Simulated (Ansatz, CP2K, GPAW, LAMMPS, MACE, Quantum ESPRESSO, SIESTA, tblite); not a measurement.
# Quantum ESPRESSO on amorphous Ge (61 atoms): settings compared

How far do other settings of Quantum ESPRESSO move the forces in amorphous Ge (61 atoms)? One run of the same program serves as the yardstick.

Program: Quantum ESPRESSO 7.5. Level of theory: the method is named at each step. Results are calculated unless marked as measured.

### Step 1. Set-up

The cell holds 61 atoms: 61 Ge. Its edges and angles: a = 11.512 Å, b = 11.512 Å, c = 11.512 Å, α = 90.0°, β = 90.0°, γ = 90.0°. 61 atoms (61 Ge) placed at random at 4.82 g/cm³, melted at 3500 K for 10 ps at fixed volume with the Tersoff potential (Tersoff, Phys. Rev. B 39, 5566 (1989)). Quenched from 3500 K to 100 K at 5 K/ps and fixed volume, held 5 ps, then minimised at fixed cell.

The yardstick, on the same geometry:

* method: Kohn-Sham DFT, PBE, SSSP efficiency 1.3.0 pseudopotentials, plane waves (Quantum ESPRESSO 7.5); sssp-pbe-1.3.0-efficiency, cutoffs 45/360 Ry, Γ point
* r.m.s. force component: 0.2388 eV/Å
* longest force: 1.209 eV/Å
* pressure: 0.331 GPa
* time: 3.4 min on 4 MPI ranks of Arm Neoverse V1, shared host
* CPU time: 13 min

### Step 2. PBE, dojo-0.4.1-standard, 80/320 Ry

Method: Kohn-Sham DFT, PBE, PseudoDojo 0.4.1 standard norm-conserving pseudopotentials, plane waves.

Input file pw.in:

```
&control
  calculation = 'scf'
  pseudo_dir = './pseudo'
  outdir = './tmp'
  disk_io = 'none'
  tprnfor = .true.
  tstress = .true.
/
&system
  ibrav = 0
  nat = 61
  ntyp = 1
  ecutwfc = 80
  ecutrho = 320
  nosym = .true.
  occupations = 'smearing'
  smearing = 'fd'
  degauss = 0.003675
/
&electrons
  conv_thr = 3.0e-07
  electron_maxstep = 100
  mixing_beta = 0.2
  mixing_mode = 'local-TF'
  diagonalization = 'david'
/
ATOMIC_SPECIES
Ge 72.630 Ge.upf
CELL_PARAMETERS angstrom
11.51210 0.00000 0.00000
0.00000 11.51210 0.00000
0.00000 0.00000 11.51210
ATOMIC_POSITIONS crystal
Ge 0.61375 0.27767 0.05761
Ge 0.20804 0.95453 0.23365
Ge 0.99885 0.97291 0.27892
Ge 0.62929 0.26978 0.72823
Ge 0.19287 0.96700 0.58210
Ge 0.40559 0.48708 0.26146
Ge 0.90153 0.17218 0.56666
Ge 0.57874 0.22414 0.38823
Ge 0.89280 0.69759 0.66155
Ge 0.76708 0.43131 0.77615
Ge 0.66442 0.14943 0.89674
Ge 0.99766 0.18479 0.75885
Ge 0.32267 0.11894 0.91490
Ge 0.39387 0.68786 0.50384
Ge 0.28000 0.30886 0.20601
Ge 0.49004 0.86676 0.42429
Ge 0.13914 0.53512 0.87851
Ge 0.57803 0.43769 0.37355
Ge 0.44020 0.66749 0.14591
Ge 0.97592 0.38732 0.83240
Ge 0.98782 0.98098 0.49261
Ge 0.41400 0.79556 0.82418
Ge 0.68478 0.14912 0.55931
Ge 0.39748 0.30133 0.01673
Ge 0.98806 0.17604 0.06397
Ge 0.78031 0.72407 0.30180
Ge 0.87524 0.07918 0.91094
Ge 0.44784 0.39105 0.69421
Ge 0.23591 0.58424 0.36741
Ge 0.94185 0.38384 0.51444
Ge 0.83189 0.82825 0.50072
Ge 0.61359 0.86697 0.75694
Ge 0.77401 0.75266 0.83857
Ge 0.10113 0.45716 0.20910
Ge 0.88316 0.16291 0.24540
Ge 0.20800 0.13993 0.72060
Ge 0.28616 0.30066 0.58620
Ge 0.74841 0.44510 0.07318
Ge 0.47304 0.62499 0.94000
Ge 0.67120 0.14189 0.21070
Ge 0.95478 0.38370 0.04318
Ge 0.58250 0.80134 0.23987
Ge 0.36213 0.21063 0.39795
Ge 0.78529 0.52487 0.59044
Ge 0.26854 0.77559 0.65966
Ge 0.14253 0.46757 0.54279
Ge 0.63215 0.95601 0.10107
Ge 0.08264 0.64350 0.08080
Ge 0.75353 0.50866 0.27661
Ge 0.92182 0.37440 0.31003
Ge 0.31925 0.00190 0.40871
Ge 0.68258 0.57554 0.91488
Ge 0.24044 0.73992 0.19283
Ge 0.64852 0.93385 0.55868
Ge 0.81677 0.88852 0.99920
Ge 0.35384 0.46194 0.88019
[... 1 atom lines left out ...]
Ge 0.92685 0.79876 0.15968
Ge 0.19751 0.12596 0.09701
Ge 0.50615 0.99373 0.91795
Ge 0.10786 0.63201 0.68839
K_POINTS gamma
```

Started as:

```console
> OMP_NUM_THREADS=1 mpirun -np 4 pw.x -in pw.in > output.txt
```

Log:

```text
Program PWSCF
     gamma-point specific algorithms are used
     one sub-group per band group will be used
     scalapack distributed-memory algorithm (size of sub-group:  2*  2 procs)
     Parallelization info
     sticks:   dense  smooth     PW     G-vecs:    dense   smooth      PW
     Min        3009    3009    747               248915   248915   31067
     Max        3012    3012    750               248922   248922   31074
     Sum       12041   12041   2997               995675   995675  124289
     bravais-lattice index     =            0
     lattice parameter (alat)  =      21.7547  a.u.
     unit-cell volume          =   10295.8039 (a.u.)^3
     number of atoms/cell      =           61
     number of atomic types    =            1
     number of electrons       =       854.00
     number of Kohn-Sham states=          512
     kinetic-energy cutoff     =      80.0000  Ry
     charge density cutoff     =     320.0000  Ry
     scf convergence threshold =      3.0E-07
     mixing beta               =       0.2000
     number of iterations used =            8  local-TF  mixing
     Exchange-correlation= PBE
                           (   1   4   3   4   0   0   0)
     crystal axes: (cart. coord. in units of alat)
               a(1) = (   1.000000   0.000000   0.000000 )
               a(2) = (   0.000000   1.000000   0.000000 )
               a(3) = (   0.000000   0.000000   1.000000 )
     reciprocal axes: (cart. coord. in units 2 pi/alat)
               b(1) = (  1.000000  0.000000  0.000000 )
               b(2) = (  0.000000  1.000000  0.000000 )
               b(3) = (  0.000000  0.000000  1.000000 )
     PseudoPot. # 1 for Ge:
     Pseudo is Norm-conserving + core correction, Zval = 14.0
     atomic species   valence    mass     pseudopotential
     Ge               14.00    72.63000     Ge( 1.00)
     No symmetry found
   Cartesian axes
     number of k points=     1  Fermi-Dirac smearing, width (Ry)=  0.0037
                       cart. coord. in units 2pi/alat
        k(    1) = (   0.0000000   0.0000000   0.0000000), wk =   2.0000000
     Dense  grid:   497838 G-vectors     FFT dimensions: ( 125, 125, 125)
     Initial potential from superposition of free atoms
     starting charge     853.9498, renormalised to     854.0000
     Starting wfcs are  549 randomized atomic wfcs
     Self-consistent Calculation
     iteration #  1     ecut=    80.00 Ry     beta= 0.20
     Threshold (ethr) on eigenvalues was too large:
     Diagonalizing with lowered threshold
     total energy              =  -10896.35676123 Ry
     estimated scf accuracy    <       1.09103588 Ry
     iteration #  2     ecut=    80.00 Ry     beta= 0.20
     negative rho (up, down):  7.267E-06 0.000E+00
     total energy              =  -10896.14672912 Ry
     estimated scf accuracy    <       0.82601275 Ry
     iteration #  3     ecut=    80.00 Ry     beta= 0.20
     total energy              =  -10896.21226630 Ry
     estimated scf accuracy    <       0.02999721 Ry
     iteration #  4     ecut=    80.00 Ry     beta= 0.20
     total energy              =  -10896.21424588 Ry
     estimated scf accuracy    <       0.03705525 Ry
     iteration #  5     ecut=    80.00 Ry     beta= 0.20
     total energy              =  -10896.21551955 Ry
     estimated scf accuracy    <       0.00390645 Ry
     iteration #  6     ecut=    80.00 Ry     beta= 0.20
     total energy              =  -10896.21537392 Ry
     estimated scf accuracy    <       0.00154073 Ry
     iteration #  7     ecut=    80.00 Ry     beta= 0.20
     total energy              =  -10896.21560448 Ry
     estimated scf accuracy    <       0.00008803 Ry
     iteration #  8     ecut=    80.00 Ry     beta= 0.20
     total energy              =  -10896.21561459 Ry
     estimated scf accuracy    <       0.00005114 Ry
     iteration #  9     ecut=    80.00 Ry     beta= 0.20
     total energy              =  -10896.21562196 Ry
     estimated scf accuracy    <       0.00001233 Ry
     iteration # 10     ecut=    80.00 Ry     beta= 0.20
     total energy              =  -10896.21562238 Ry
     estimated scf accuracy    <       0.00000381 Ry
     iteration # 11     ecut=    80.00 Ry     beta= 0.20
     total energy              =  -10896.21562261 Ry
     estimated scf accuracy    <       0.00000050 Ry
     iteration # 12     ecut=    80.00 Ry     beta= 0.20
     End of self-consistent calculation
          k = 0.0000 0.0000 0.0000 ( 62145 PWs)   bands (ev):
   -16.7433 -16.7101 -16.6991 -16.6984 -16.6909 -16.6881 -16.6842 -16.6821
   -16.6785 -16.6752 -16.6726 -16.6720 -16.6675 -16.6643 -16.6625 -16.6616
   -16.6574 -16.6550 -16.6537 -16.6526 -16.6496 -16.6472 -16.6456 -16.6450
   -16.6431 -16.6423 -16.6403 -16.6359 -16.6347 -16.6336 -16.6327 -16.6294
   -16.6269 -16.6263 -16.6247 -16.6234 -16.6219 -16.6187 -16.6181 -16.6159
   -16.6139 -16.6123 -16.6111 -16.6077 -16.6071 -16.6060 -16.6044 -16.6011
   -16.6001 -16.5994 -16.5977 -16.5957 -16.5933 -16.5914 -16.5899 -16.5870
   -16.5846 -16.5834 -16.5817 -16.5794 -16.5785 -16.5761 -16.5748 -16.5742
   -16.5730 -16.5712 -16.5707 -16.5675 -16.5666 -16.5655 -16.5642 -16.5635
   -16.5614 -16.5598 -16.5589 -16.5579 -16.5576 -16.5565 -16.5544 -16.5528
   -16.5508 -16.5487 -16.5477 -16.5472 -16.5453 -16.5439 -16.5419 -16.5414
   -16.5411 -16.5388 -16.5379 -16.5359 -16.5348 -16.5335 -16.5328 -16.5317
[...]
11.3279  11.4255  11.5039  11.5090  11.5582  11.6051  11.6740  11.8145
    11.8431  11.8607  11.8921  11.9957  12.0591  12.1131  12.1312  12.2398
    12.2749  12.3396  12.3670  12.4181  12.4994  12.5040  12.5918  12.6224
    12.6601  12.7061  12.7970  12.8298  12.8715  12.9274  12.9550  13.0371
    13.0999  13.1185  13.2106  13.2606  13.3350  13.3595  13.4281  13.4895
     the Fermi energy is     8.0574 ev
!    total energy              =  -10896.21562254 Ry
     estimated scf accuracy    <       0.00000023 Ry
     smearing contrib. (-TS)   =      -0.00895703 Ry
     internal energy E=F+TS    =  -10896.20666551 Ry
     The total energy is F=E-TS. E is the sum of the following terms:
     one-electron contribution =   -6412.01137643 Ry
     hartree contribution      =    3749.66547075 Ry
     xc contribution           =   -2660.91690663 Ry
     ewald contribution        =   -5572.94385320 Ry
     convergence has been achieved in  12 iterations
     Forces acting on atoms (cartesian axes, Ry/au):
     atom    1 type  1   force =    -0.00631791    0.01440814   -0.00279109
     atom    2 type  1   force =    -0.00461144   -0.00536351   -0.00705957
     atom    3 type  1   force =    -0.00275852   -0.01225836    0.00062474
     atom    4 type  1   force =    -0.00721699    0.00338051   -0.00206958
     atom    5 type  1   force =    -0.00539939   -0.00025800    0.00600528
     atom    6 type  1   force =    -0.01556859    0.00364188    0.00413360
     atom    7 type  1   force =     0.00509348    0.01063839    0.00451814
     atom    8 type  1   force =     0.00360719    0.00170727   -0.00472142
     atom    9 type  1   force =     0.01199129   -0.00696243    0.00774928
     atom   10 type  1   force =    -0.00031887   -0.01086138   -0.00712986
     atom   11 type  1   force =     0.00044921   -0.00454227   -0.01490347
     atom   12 type  1   force =    -0.00600480   -0.01394678    0.00102862
[...]
atom   57 type  1   force =     0.01279089    0.01240551    0.00037542
     atom   58 type  1   force =     0.01189145    0.00304746    0.00199769
     atom   59 type  1   force =    -0.00345933   -0.01434612   -0.00752131
     atom   60 type  1   force =     0.01057274   -0.00328377    0.00919822
     atom   61 type  1   force =    -0.01040883    0.00583051    0.00051760
     Total force =     0.126245     Total SCF correction =     0.002784
     Computing stress (Cartesian axis) and pressure
          total   stress  (Ry/bohr**3)                   (kbar)     P=        6.53
  -0.00010770   0.00009240  -0.00002242          -15.84       13.59       -3.30
   0.00009240   0.00003287  -0.00005606           13.59        4.83       -8.25
  -0.00002242  -0.00005606   0.00020803           -3.30       -8.25       30.60
     Message from routine punch:
     Nothing written, as per user request (disk_io='none')
```

Run time: 6.5 min. Hardware: 4 MPI ranks of Arm Neoverse V1, shared host; peak memory 4.2 GiB.

Banners, paths, timers and routine set-up lines are dropped from the logs unmarked, and long logs keep their key lines alone; longer cuts are marked.

Compared with the plane-wave run:

| Quantity | Value |
| --- | --- |
| r.m.s. force component | 0.2399 eV/Å |
| r.m.s. difference of force components | 4.692 meV/Å |
| longest difference of force vectors | 18.91 meV/Å |
| force difference over r.m.s. force | 1.965 % |
| slope of forces against the reference's | 1.005 |
| correlation of force components | 0.9998 |
| pressure | 0.653 GPa |
| pressure difference | 0.322 GPa |

Local excerpt of 11 atoms (numbers count through the whole input) about Ge32, which bears the longest force; x, y, z are measured from there.

```tsv
atom	x	y	z	distance (Å)	bonds	Fx	Fy	Fz (eV/Å)
Ge32	0.00	0.00	0.00	0.00	4	-1.15	-0.24	0.29
Ge54	0.40	0.77	-2.28	2.44	4	0.01	0.28	-0.20
Ge33	1.85	-1.32	0.94	2.45	4	0.18	-0.02	0.11
Ge22	-2.30	-0.82	0.77	2.56	4	0.61	0.33	-0.77
Ge60	-1.24	1.46	1.85	2.66	5	0.27	-0.08	0.24
Ge55	2.34	0.25	2.79	3.65	4	0.22	0.22	0.12
Ge11	0.59	3.25	1.61	3.68	4	0.01	-0.12	-0.38
Ge39	-1.62	-2.79	2.11	3.85	4	0.11	0.18	0.04
Ge52	0.79	-3.35	1.82	3.90	4	0.02	-0.09	0.07
Ge31	2.51	-0.45	-2.95	3.90	4	-0.13	0.07	-0.25
Ge9	3.21	-1.95	-1.10	3.92	4	0.31	-0.18	0.20
```

Forces lie 2.0 % from the reference's, at 1.9 times its CPU time.

### Step 3. What came out

```json
{"force difference from the reference": "QE PBE, dojo-0.4.1-standard, 80/320 Ry, 2.0 %", "its CPU time": "26 min"}
```

PBE on plane waves or a grid with other potentials, cutoffs or grids differs from the reference by 2.0 % (QE PBE, dojo-0.4.1-standard, 80/320 Ry) of the r.m.s. force; this holds the reference's own error, so differences of a few per cent don't tell which side is nearer the exact PBE result. The reference's pressure holds the uncorrected Pulay stress of its 45 Ry basis, so small pressure differences, and their order, may be the reference's own error. The quench rate of 5 K/ps is many orders above laboratory rates, so the cell is likely richer in defects and strain than a real sample. The network of bonds at the start is that of the classical potential that made the cell, and needn't be the one that DFT or experiment would give. The reference's stress is far from hydrostatic: its diagonal is -1.9, 0.2, 2.7 GPa, compression counted positive. The electronic-structure runs sample only Γ, in a cell whose shortest periodic width is 12 Å, which is coarse for a cell with partly filled levels.

[Also dropped from logs without a mark: logging warnings of Python, and SIESTA's first energy breakdown and zero terms.]

[Logs are printed without paths, hosts, clocks, repeated set-up lines and the standing remarks that a program may print on its own settings, such as how far it seeks lower states.]

[Hosts, paths, dates, database ids (printed as entryN), source tags and the programs' standing remarks are cut or masked in the printed files.]
